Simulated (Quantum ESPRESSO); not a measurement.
# MgS (Niningerite): from the cell to the phonon bands, part 2 of 3

Wanted: phonon bands, density of states and zone-centre response of MgS (Niningerite).

Quantum ESPRESSO 7.5; DFT LDA, scalar-relativistic, plane waves, PseudoDojo norm-conserving pseudopotentials.

So far. Step 2 (A probe with smearing): A gap of 2.6 eV opens on this mesh, so the crystal is taken as an insulator; the start stands at -3.1 GPa. Step 4 (Self-consistent run for the response): The cell stands at -0.014 GPa, close enough for phonons. The relaxed cell has a = 5.132 Å (conventional setting).

**5. Linear response on the mesh**

Linear response treats each wavevector in the unit cell, with no supercell; the 4×4×4 mesh fixes the range of the force constants to be had.

The input, ph.in:

```
phonons
&INPUTPH
  prefix = 'x'
  outdir = './tmp'
  fildyn = 'x.dyn'
  tr2_ph = 1.0d-18
  epsil  = .true.
  ldisp  = .true.
  nq1    = 4
  nq2    = 4
  nq3    = 4
/
```

Command:

```
OMP_NUM_THREADS=1 mpirun -n 4 ph.x -nk 4 -in ph.in > ph.out
```

Numbers of over 12 decimals in the logs are rounded to 6 here.

The log of the run:

```text
[banners, grids, parts of the stress and lines that vanish by symmetry left out]
[banner, memory and clock lines left out]
Program PHONON v.7.5

[...]
Exchange-correlation= PW
                           (   1   4   0   0   0   0   0)
[...]
(   8 q-points):
[...]
kinetic-energy cut-off    =      84.0000  Ry
     charge density cut-off    =     336.0000  Ry
     convergence threshold     =      1.0E-18
[...]
Exchange-correlation= PW
                           (   1   4   0   0   0   0   0)
[...]
q = (   0.0000000   0.0000000   0.0000000 )
     49 Sym.Ops. (with q -> -q+G )
     G cutoff =  800.4068  (  23589 G-vectors)     FFT grid: ( 45, 45, 45)
     number of k points=    29
[...]
Mode symmetry, O_h (m-3m)  point group:
[...]
Dielectric constant
[...]
End of electric fields calculation
          Dielectric constant in cartesian axis
          (       5.647347302      -0.000000000      -0.000000000 )
          (      -0.000000000       5.647347302       0.000000000 )
          (      -0.000000000       0.000000000       5.647347302 )
          Effective charges (d Force / dE) in cartesian axis without acoustic sum rule applied (asr)
           atom    1  Mg    Mean Z*:        2.30179
      Ex  (        2.30179        0.00000       -0.00000 )
      Ey  (        0.00000        2.30179        0.00000 )
      Ez  (       -0.00000        0.00000        2.30179 )
           atom    2  S     Mean Z*:       -2.31411
      Ex  (       -2.31411        0.00000        0.00000 )
      Ey  (        0.00000       -2.31411       -0.00000 )
      Ez  (        0.00000       -0.00000       -2.31411 )
          Effective charges Sum: Mean:       -0.01232
[...]
Effective charges (d Force / dE) in cartesian axis with asr applied:
           atom    1  Mg    Mean Z*:        2.30795
[...]
atom    2  S     Mean Z*:       -2.30795
[...]
Representation #   1 modes #   1   2   3
[...]
End of self-consistent calculation
     Convergence has been achieved
     Representation #   2 modes #   4   5   6
[...]
End of self-consistent calculation
     Convergence has been achieved
[...]
Dielectric constant in cartesian axis
          (       5.647347302      -0.000000000      -0.000000000 )
          (      -0.000000000       5.647347302       0.000000000 )
          (      -0.000000000       0.000000000       5.647347302 )
          Effective charges (d Force / dE) in cartesian axis without acoustic sum rule applied (asr)
           atom    1  Mg    Mean Z*:        2.30179
      Ex  (        2.30179        0.00000       -0.00000 )
      Ey  (        0.00000        2.30179        0.00000 )
      Ez  (       -0.00000        0.00000        2.30179 )
           atom    2  S     Mean Z*:       -2.31411
      Ex  (       -2.31411        0.00000        0.00000 )
      Ey  (        0.00000       -2.31411       -0.00000 )
      Ez  (        0.00000       -0.00000       -2.31411 )
          Effective charges Sum: Mean:       -0.01232
[...]
Effective charges (d Force / dE) in cartesian axis with asr applied:
           atom    1  Mg    Mean Z*:        2.30795
[...]
atom    2  S     Mean Z*:       -2.30795
[...]
Effective charges (d P / du) in cartesian axis
[...]
q = (    0.000000000   0.000000000   0.000000000 )
[...]
freq (    1) =       0.081371 [THz] =       2.714260 [cm-1]
     freq (    2) =       0.081371 [THz] =       2.714260 [cm-1]
     freq (    3) =       0.081371 [THz] =       2.714260 [cm-1]
     freq (    4) =       7.538030 [THz] =     251.441625 [cm-1]
     freq (    5) =       7.538030 [THz] =     251.441625 [cm-1]
     freq (    6) =       7.538030 [THz] =     251.441625 [cm-1]
[...]
Mode symmetry, O_h (m-3m)  point group:
     freq (   1-   3) =          2.7  [cm-1]   --> T_1u G_15  G_4- I
     freq (   4-   6) =        251.4  [cm-1]   --> T_1u G_15  G_4- I
[...]
Mode symmetry, C_3v (3m)   point group:
[...]
Representation #   1 mode #   1
[...]
End of self-consistent calculation
     Convergence has been achieved
     Representation #   2 mode #   2
[...]
End of self-consistent calculation
     Convergence has been achieved
     Representation #   3 modes #   3   4
[...]
Convergence has been achieved
     Representation #   4 modes #   5   6
[...]
Convergence has been achieved
[...]
q = (   -0.250000000   0.250000000  -0.250000000 )
[...]
freq (    1) =       3.546558 [THz] =     118.300454 [cm-1]
     freq (    2) =       3.546558 [THz] =     118.300454 [cm-1]
     freq (    3) =       5.908665 [THz] =     197.091865 [cm-1]
     freq (    4) =       7.199567 [THz] =     240.151693 [cm-1]
     freq (    5) =       7.199567 [THz] =     240.151693 [cm-1]
     freq (    6) =      11.826800 [THz] =     394.499581 [cm-1]
[...]
Mode symmetry, C_3v (3m)   point group:
     freq (   1-   2) =        118.3  [cm-1]   --> E    L_3
     freq (   3-   3) =        197.1  [cm-1]   --> A_1  L_1
     freq (   4-   5) =        240.2  [cm-1]   --> E    L_3
     freq (   6-   6) =        394.5  [cm-1]   --> A_1  L_1
[...]
Mode symmetry, D_3d (-3m)  point group:
[...]
Representation #   1 mode #   1
[...]
Convergence has been achieved
     Representation #   2 modes #   2   3
[...]
Convergence has been achieved
     Representation #   3 mode #   4
[...]
Convergence has been achieved
     Representation #   4 modes #   5   6
[...]
Convergence has been achieved
[...]
q = (    0.500000000  -0.500000000   0.500000000 )
[...]
freq (    1) =       5.554403 [THz] =     185.274955 [cm-1]
     freq (    2) =       5.554403 [THz] =     185.274955 [cm-1]
[...]
Mode symmetry, D_3d (-3m)  point group:
     freq (   1-   2) =        185.3  [cm-1]   --> E_g  L_3
     freq (   3-   4) =        210.0  [cm-1]   --> E_u  L_3'
     freq (   5-   5) =        299.3  [cm-1]   --> A_1g L_1
     freq (   6-   6) =        367.6  [cm-1]   --> A_2u L_2'
[...]
Mode symmetry, C_4v (4mm)  point group:
[...]
Convergence has been achieved
[...]
Convergence has been achieved
[...]
Convergence has been achieved
[...]
Convergence has been achieved
[...]
q = (    0.000000000   0.500000000   0.000000000 )
[...]
Mode symmetry, C_4v (4mm)  point group:
     freq (   1-   2) =        108.3  [cm-1]   --> E    G_5 D_5
     freq (   3-   3) =        222.3  [cm-1]   --> A_1  G_1 D_1
     freq (   4-   5) =        265.2  [cm-1]   --> E    G_5 D_5
     freq (   6-   6) =        316.1  [cm-1]   --> A_1  G_1 D_1
[...]
Mode symmetry, C_s (m)     point group:
[...]
q = (    0.750000000  -0.250000000   0.750000000 )
[...]
Mode symmetry, C_s (m)     point group:
     freq (   1-   1) =        153.1  [cm-1]   --> A''
     freq (   2-   2) =        187.8  [cm-1]   --> A'
     freq (   3-   3) =        226.7  [cm-1]   --> A'
     freq (   4-   4) =        251.5  [cm-1]   --> A''
     freq (   5-   5) =        283.2  [cm-1]   --> A'
     freq (   6-   6) =        309.5  [cm-1]   --> A'
[...]
Mode symmetry, C_2v (mm2)  point group:
[...]
q = (    0.500000000   0.000000000   0.500000000 )
[...]
Mode symmetry, C_2v (mm2)  point group:
     freq (   1-   1) =        157.5  [cm-1]   --> B_2  D_4  S_4
     freq (   2-   2) =        188.4  [cm-1]   --> B_1  D_3  S_3
     freq (   3-   3) =        206.6  [cm-1]   --> B_1  D_3  S_3
     freq (   4-   4) =        262.0  [cm-1]   --> A_1  D_1  S_1
     freq (   5-   5) =        281.9  [cm-1]   --> B_2  D_4  S_4
     freq (   6-   6) =        324.2  [cm-1]   --> A_1  D_1  S_1
[...]
Mode symmetry, D_4h(4/mmm) point group:
[...]
Convergence has been achieved
[...]
Convergence has been achieved
[...]
Convergence has been achieved
[...]
Convergence has been achieved
[...]
q = (    0.000000000  -1.000000000   0.000000000 )
[...]
freq (    5) =       8.343155 [THz] =     278.297707 [cm-1]
     freq (    6) =       9.418718 [THz] =     314.174619 [cm-1]
[...]
Mode symmetry, D_4h(4/mmm) point group:
     freq (   1-   2) =        125.0  [cm-1]   --> E_u  X_5' M_5'
     freq (   3-   3) =        185.0  [cm-1]   --> A_2u X_4' M_4'
     freq (   4-   5) =        278.3  [cm-1]   --> E_u  X_5' M_5'
     freq (   6-   6) =        314.2  [cm-1]   --> A_2u X_4' M_4'
[...]
Mode symmetry, D_2d (-42m) point group:
[...]
Representation #   1 mode #   1
[...]
Convergence has been achieved
     Representation #   2 mode #   2
[...]
Convergence has been achieved
     Representation #   3 modes #   3   4
[...]
End of self-consistent calculation
     Convergence has been achieved
     Representation #   4 modes #   5   6
[...]
End of self-consistent calculation
     Convergence has been achieved
[...]
q = (   -0.500000000  -1.000000000   0.000000000 )
[...]
freq (    1) =       5.134243 [THz] =     171.259924 [cm-1]
     freq (    2) =       5.134243 [THz] =     171.259924 [cm-1]
     freq (    3) =       7.185253 [THz] =     239.674241 [cm-1]
     freq (    4) =       7.252302 [THz] =     241.910739 [cm-1]
     freq (    5) =       8.915690 [THz] =     297.395421 [cm-1]
     freq (    6) =       8.915690 [THz] =     297.395421 [cm-1]
[...]
Mode symmetry, D_2d (-42m) point group:
     freq (   1-   2) =        171.3  [cm-1]   --> E    X_5  W_3
     freq (   3-   3) =        239.7  [cm-1]   --> B_2  X_3  W_2
     freq (   4-   4) =        241.9  [cm-1]   --> A_1  X_1  W_1
     freq (   5-   6) =        297.4  [cm-1]   --> E    X_5  W_3
```

It took 27 min on 4 MPI ranks of Intel Xeon Platinum 8559C (Emerald Rapids), shared host.

Numbers from this step:

* miss of the charge sum rule: 0.01232 e
* largest acoustic frequency at the zone centre before the sum rule: 2.71 cm⁻¹
* highest optical zone-centre mode (no LO-TO term): 251.4 cm⁻¹
* lowest optical zone-centre mode: 251.4 cm⁻¹
* mean high-frequency dielectric constant: 5.647
* largest Born charge in size (third of the trace): 2.314 e
* lowest mode on the q mesh (acoustic ones at the zone centre apart): 108.3 cm⁻¹

Frequencies (cm⁻¹) at each irreducible wavevector; negative means imaginary. Frequencies by wavevector:

| q (fractions) | star | mode 1 | mode 2 | mode 3 | mode 4 | mode 5 | mode 6 |
| --- | --- | --- | --- | --- | --- | --- | --- |
| 0 0 0 | 1 | 2.71 | 2.71 | 2.71 | 251.4 | 251.4 | 251.4 |
| 0 0 0.25 | 8 | 118.3 | 118.3 | 197.1 | 240.2 | 240.2 | 394.5 |
| 0 0 -0.5 | 4 | 185.3 | 185.3 | 210 | 210 | 299.4 | 367.6 |
| 0 0.25 0.25 | 6 | 108.3 | 108.3 | 222.3 | 265.2 | 265.2 | 316.1 |
| 0 0.25 -0.5 | 24 | 153.1 | 187.8 | 226.7 | 251.5 | 283.2 | 309.5 |
| 0 0.25 -0.25 | 12 | 157.5 | 188.4 | 206.6 | 262 | 281.9 | 324.2 |
| 0 -0.5 -0.5 | 3 | 125 | 125 | 185 | 278.3 | 278.3 | 314.2 |
| 0.25 -0.5 -0.25 | 6 | 171.3 | 171.3 | 239.7 | 241.9 | 297.4 | 297.4 |

Born charge (rows field, columns displacement), before the sum rule (e), principal values of the symmetric part by kind of site:

| atom | atoms with these values | low | middle | high | mean |
| --- | --- | --- | --- | --- | --- |
| Mg1 | 1 | 2.30 | 2.30 | 2.30 | 2.30 |
| S2 | 1 | -2.31 | -2.31 | -2.31 | -2.31 |

In full for Mg1:

```
2.30 0.00 0.00
0.00 2.30 0.00
0.00 0.00 2.30
```

High-frequency dielectric tensor:

```
5.65 0.00 0.00
0.00 5.65 0.00
0.00 0.00 5.65
```

The acoustic modes at Γ come out as far as 2.7 cm⁻¹ from zero, where they should vanish, a small numerical error; the Born charges miss their sum rule by 0.012 e, which is good.

**6. Force constants in real space**

The dynamical matrices of the mesh are Fourier-transformed to force constants in real space, after the long-range dipole part is taken out.

The input, q2r.in:

```
&INPUT
  fildyn = 'x.dyn'
  zasr   = 'simple'
  flfrc  = 'x.fc'
/
```

Command:

```
q2r.x < q2r.in > q2r.out
```

The log of the run:

```text
[banners, grids, parts of the stress and lines that vanish by symmetry left out]
[banner, memory and clock lines left out]
Program Q2R v.7.5

  reading grid info from file x.dyn0

  reading force constants from file x.dyn1
 macroscopic fields = T
   5.64735  -0.00000  -0.00000
  -0.00000   5.64735   0.00000
[...]
na=            1
[...]
na=            2
[...]
0.00000  -2.31411  -0.00000
   0.00000  -0.00000  -2.31411
  alpha Ewald:    2.382163
  nqs=            1
 q=   0.00000000  0.00000000  0.00000000
  reading force constants from file x.dyn2
  alpha Ewald:    2.382163
  nqs=            8
 q=  -0.25000000  0.25000000 -0.25000000
[...]
reading force constants from file x.dyn7
  alpha Ewald:    2.382163
  nqs=            3
[...]
reading force constants from file x.dyn8
  alpha Ewald:    2.382163
  nqs=            6
[...]
q=  -1.00000000 -0.50000000  0.00000000
 q=   0.00000000 -0.50000000 -1.00000000

      q-space grid ok, #points =   64

      fft-check success (sum of imaginary terms < 10^-12)
```

Elapsed: 0.74 s, on 1 thread.

**7. Dispersion**

From the force constants any wavevector is cheap; points of the mesh come back as solved, but for the sum rule and, in polar crystals, the LO-TO term at Γ; the rest is interpolation.

The input, matdyn.in:

```
&INPUT
  asr              = 'simple'
  flfrc            = 'x.fc'
  flfrq            = 'x.freq'
  flvec            = 'x.modes'
  q_in_band_form   = .true.
  q_in_cryst_coord = .true.
/
8
  0.0000000   0.0000000   0.0000000  12  ! GAMMA
  0.0000000   0.5000000   0.5000000  12  ! X
  0.0000000   0.6250000   0.3750000   1  ! U
 -0.3750000   0.3750000   0.0000000  12  ! K
  0.0000000   0.0000000   0.0000000  12  ! GAMMA
  0.0000000   0.5000000  -0.0000000  12  ! L
 -0.2500000   0.5000000   0.2500000  12  ! W
  0.0000000   0.5000000   0.5000000   1  ! X
```

Command:

```
matdyn.x -in matdyn.in > matdyn.out
```

The log of the run:

```text
[banner, memory and clock lines left out]
Program MATDYN v.7.5

 mass for atomic type   1 not given; uses mass from file x.fc
 mass for atomic type   2 not given; uses mass from file x.fc
```

Run time: 0.71 s. Hardware: 1 thread.

Read from the output:

| Item | Value |
| --- | --- |
| lowest frequency on the path | 0 cm⁻¹ |

Matdyn.x, sum rule simple. Phonon branches along the path, in cm⁻¹:

| point | branch 1 | branch 2 | branch 3 | branch 4 | branch 5 | branch 6 |
| --- | --- | --- | --- | --- | --- | --- |
| Γ | 0 | 0 | 0 | 251 | 251 | 403 |
| halfway | 108 | 108 | 222 | 265 | 265 | 316 |
| X | 125 | 125 | 185 | 278 | 278 | 314 |
| halfway | 135 | 155 | 185 | 273 | 284 | 312 |
| U | 158 | 182 | 214 | 256 | 292 | 304 |
| jump to K | 158 | 182 | 214 | 256 | 292 | 304 |
| halfway | 133 | 151 | 219 | 220 | 273 | 362 |
| Γ | 0 | 0 | 0 | 251 | 251 | 403 |
| halfway | 118 | 118 | 197 | 240 | 240 | 394 |
| L | 185 | 185 | 210 | 210 | 299 | 368 |
| halfway | 178 | 190 | 222 | 251 | 302 | 303 |
| W | 171 | 171 | 240 | 242 | 297 | 297 |
| halfway | 143 | 175 | 184 | 272 | 284 | 309 |
| X | 125 | 125 | 185 | 278 | 278 | 314 |

The phonon branches as a text plot (rows in cm⁻¹):

```
    395 |***                       ***********
    378 |   *                    **           ***
    361 |    *                  *                ***
    344 |     *                *                    *
    328 |                     *
    311 |      *   *******                           **     *****
    294 |       * *     ******                   *************
    277 |        *******    ******              *            ****
    260 | *******       **    *   *****        *       *    *
    244 |*      **        **   *   ************      ** ****
    227 |      *  *         *   ***          ****   ****   *
    210 |          *     *   ***                 ****       *
    193 |     *     ****     **  *          *    ******      * **
    176 |               *****  *           *    *  ************
    160 |    *           *   **   *            *           ** *
    143 |              **      **         *   *              ***
    126 |   *    *******        ** *        **                 **
    109 |      **                **      * *
     92 |  * **                   * *     *
     76 |   *                      *    *
     59 |                           *    *
     42 | **                         ** *
     25 | *                          **
      8 |*                             *
         Γ           X  U|K            Γ         L        W     X
```

All branches are real along the path.

**8. Density of states**

Sums over the zone need many more wavevectors than were solved, so the interpolation is sampled on a dense mesh.

The input, matdyn.in:

```
&INPUT
  asr    = 'simple'
  flfrc  = 'x.fc'
  dos    = .true.
  fldos  = 'x.dos'
  nk1    = 15
  nk2    = 15
  nk3    = 15
  deltaE = 1.0
/
```

Command:

```
matdyn.x -in matdyn.in > matdyn.out
```

The log of the run:

```text
[banner, memory and clock lines left out]
Program MATDYN v.7.5

 mass for atomic type   1 not given; uses mass from file x.fc
 mass for atomic type   2 not given; uses mass from file x.fc
```

Run time: 4.2 s. Hardware: 1 thread.

Read from the output:

```
share of modes beyond 3i cm⁻¹ on the dense interpolated mesh : 0
zero-point energy per atom                                   : 42.82 meV
heat capacity at 300 K                                       : 22.41 J/(mol atoms K)
vibrational entropy at 300 K                                 : 25.00 J/(mol atoms K)
```

The phonon density of states has structure finer than the step of the table below, so its rows give means over 10 cm⁻¹, whole bins alone (the curve runs from 0 to 404 cm⁻¹). Peaks (cm⁻¹: height): total 170.0: 0.0334, 182.0: 0.0398, 212.0: 0.0388, 256.0: 0.0432, 290.0: 0.0445, 302.0: 0.0414; Mg 170.0: 0.0183, 182.0: 0.0238, 212.0: 0.0238, 256.0: 0.0223, 290.0: 0.0209, 304.0: 0.0121; S 190.0: 0.0171, 220.0: 0.0207, 266.0: 0.0216, 290.0: 0.0237, 300.0: 0.0301.

Tetrahedra. The phonon density of states by wavenumber; means over each step; values in 1/cm⁻¹/cell:

| wavenumber (cm⁻¹) | total | Mg | S |
| --- | --- | --- | --- |
| 10 | 1.0e-5 | 4.0e-6 | 6.0e-6 |
| 20 | 4.0e-5 | 1.7e-5 | 2.2e-5 |
| 30 | 9.7e-5 | 4.0e-5 | 5.4e-5 |
| 40 | 3.8e-4 | 1.6e-4 | 2.2e-4 |
| 50 | 5.8e-4 | 2.5e-4 | 3.3e-4 |
| 60 | 0.00100 | 4.3e-4 | 5.7e-4 |
| 70 | 0.00147 | 6.3e-4 | 8.4e-4 |
| 80 | 0.00209 | 9.0e-4 | 0.00119 |
| 90 | 0.00299 | 0.00130 | 0.00169 |
| 100 | 0.00417 | 0.00185 | 0.00232 |
| 110 | 0.00614 | 0.00281 | 0.00333 |
| 120 | 0.00995 | 0.00486 | 0.00509 |
| 130 | 0.0166 | 0.00865 | 0.00800 |
| 140 | 0.0195 | 0.0103 | 0.00925 |
| 150 | 0.0218 | 0.0116 | 0.0103 |
| 160 | 0.0251 | 0.0135 | 0.0116 |
| 170 | 0.0315 | 0.0170 | 0.0145 |
| 180 | 0.0308 | 0.0170 | 0.0138 |
| 190 | 0.0332 | 0.0178 | 0.0154 |
| 200 | 0.0104 | 0.00565 | 0.00478 |
| 210 | 0.0260 | 0.0153 | 0.0107 |
| 220 | 0.0362 | 0.0163 | 0.0198 |
| 230 | 0.0274 | 0.0123 | 0.0151 |
| 240 | 0.0213 | 0.0109 | 0.0104 |
| 250 | 0.0274 | 0.0134 | 0.0140 |
| 260 | 0.0417 | 0.0209 | 0.0208 |
| 270 | 0.0373 | 0.0180 | 0.0193 |
| 280 | 0.0259 | 0.0118 | 0.0142 |
| 290 | 0.0342 | 0.0154 | 0.0189 |
| 300 | 0.0334 | 0.00928 | 0.0241 |
| 310 | 0.0204 | 0.00765 | 0.0128 |
| 320 | 0.00805 | 0.00484 | 0.00322 |
| 330 | 0.00704 | 0.00470 | 0.00234 |
| 340 | 0.00672 | 0.00470 | 0.00202 |
| 350 | 0.00671 | 0.00481 | 0.00189 |
| 360 | 0.00667 | 0.00482 | 0.00186 |
| 370 | 0.00588 | 0.00405 | 0.00183 |
| 380 | 0.00477 | 0.00308 | 0.00170 |
| 390 | 0.00367 | 0.00225 | 0.00143 |

Harmonic thermodynamic functions per atom, summed over the density of states scaled to three modes an atom; melting is ignored. Thermodynamic functions:

| T (K) | F_vib (meV/atom) | S (J/mol-atom/K) | C_V (J/mol-atom/K) |
| --- | --- | --- | --- |
| 0 | 42.82 | 0 | 0 |
| 50 | 42.73 | 0.828 | 2.77 |
| 100 | 41.24 | 5.386 | 11.24 |
| 200 | 29.81 | 16.39 | 19.77 |
| 300 | 8.16 | 25 | 22.41 |
| 400 | -21.31 | 31.61 | 23.47 |
| 500 | -56.91 | 36.91 | 23.98 |
| 600 | -97.51 | 41.31 | 24.27 |
| 700 | -142.3 | 45.06 | 24.45 |
| 800 | -190.8 | 48.33 | 24.56 |
| 900 | -242.4 | 51.23 | 24.64 |
| 1000 | -296.8 | 53.83 | 24.7 |

At 300 K the heat capacity has reached 90 % of the Dulong-Petit value.

(Part 2 of 3 ends here.)

[Host names and launcher messages were left out of these logs when they were recorded.]

[Logs are printed without paths, hosts, clocks, repeated set-up lines and the standing remarks that a program may print on its own settings, such as how far it seeks lower states.]

[Hosts, paths, dates, database ids (printed as entryN), source tags and the programs' standing remarks are cut or masked in the printed files.]
